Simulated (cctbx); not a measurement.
**Reading a Patterson map**

Space group Fm-3m (no. 225), a = 11.9530 Å, b = 11.9530 Å, c = 11.9530 Å, α = 90.00°, β = 90.00°, γ = 90.00°, content Cs12 Br24 Cu4.

Simulated single-crystal data (cctbx): Mo Kα, λ = 0.71073 Å, to d = 0.8 Å, 50 % of the full sphere, strongest reflection 20000 counts, noise from counting, a 1.5 % proportional error and a noise floor of 15 counts (s.d.); no absorption.

Patterson synthesis from sharpened amplitudes, origin scaled to 1000:

```text
Patterson group F m -3 m
      u       v       w   height  length (A)
  0.000   0.000   0.000   1000.0     0.00
  0.250   0.250   0.250    531.2     5.18
  0.000   0.000   0.500    515.0     5.98
  0.000   0.250   0.250    272.5     4.23
  0.000   0.000   0.276    225.0     3.30
  0.000   0.000   0.098     41.2     1.17
  0.000   0.067   0.067     36.4     1.13
  0.055   0.055   0.055     33.8     1.14
  0.098   0.206   0.206     28.9     3.67
  0.040   0.040   0.352     28.4     4.26
  0.000   0.186   0.314     21.5     4.36
  0.153   0.250   0.250     21.3     4.61
  0.046   0.046   0.151     19.7     1.97
  0.000   0.069   0.431     19.7     5.21
```

Q: Assign the vectors.

A peak at u stands for all pairs with xi − xj = u, with weight Σ ZiZj against Σ Z² = 69064 at the origin. Peak heights follow these weights only roughly, since form factors, motion and series ripples differ, all vectors within 0.55 Å of a peak are counted as merged into it though the farther ones add only part of their weight, and F(000) is left out, which lowers the whole map:

| u | v | w | shortest length (Å) | height | 1000 ΣZiZj/ΣZ² | pairs in the cell |
| --- | --- | --- | --- | --- | --- | --- |
| 0.250 | 0.250 | 0.250 | 5.18 | 531 | 535 | 8 × Cs–Cs, 8 × Cs–Cu |
| 0.000 | 0.000 | 0.500 | 5.98 | 515 | 535 | 8 × Cs–Cs, 8 × Cs–Cu |
| 0.000 | 0.250 | 0.250 | 4.23 | 272 | 730 | 16 × Cs–Br, 16 × Br–Br |
| 0.000 | 0.000 | 0.276 | 3.30 | 225 | 223 | 8 × Cs–Br |

The table stops at ten peaks or at a height of 45, below which ripples compete. In the model behind the data Cs, the heaviest element, has 2 independent sites: (1/2, 0, 0) and (1/4, 3/4, 3/4), up to an allowed shift of origin; the Cs–Cs vectors are differences of these positions and their symmetry mates. The whole model:

| atom | mult. | x | y | z | Ueq (Å²) |
| --- | --- | --- | --- | --- | --- |
| Cs1 | 4 | 1/2 | 0 | 0 | 0.0030 |
| Cs2 | 8 | 1/4 | 3/4 | 3/4 | 0.0050 |
| Br1 | 24 | 0 | 0 | 0.7769 | 0.0048 |
| Cu1 | 4 | 0 | 0 | 0 | 0.0042 |

The model was made for the exercise: a known structure type with other elements put in, its volume estimated, not relaxed; displacement parameters are assumed.

[Logs are printed without paths, hosts, clocks, repeated set-up lines and the standing remarks that a program may print on its own settings, such as how far it seeks lower states.]
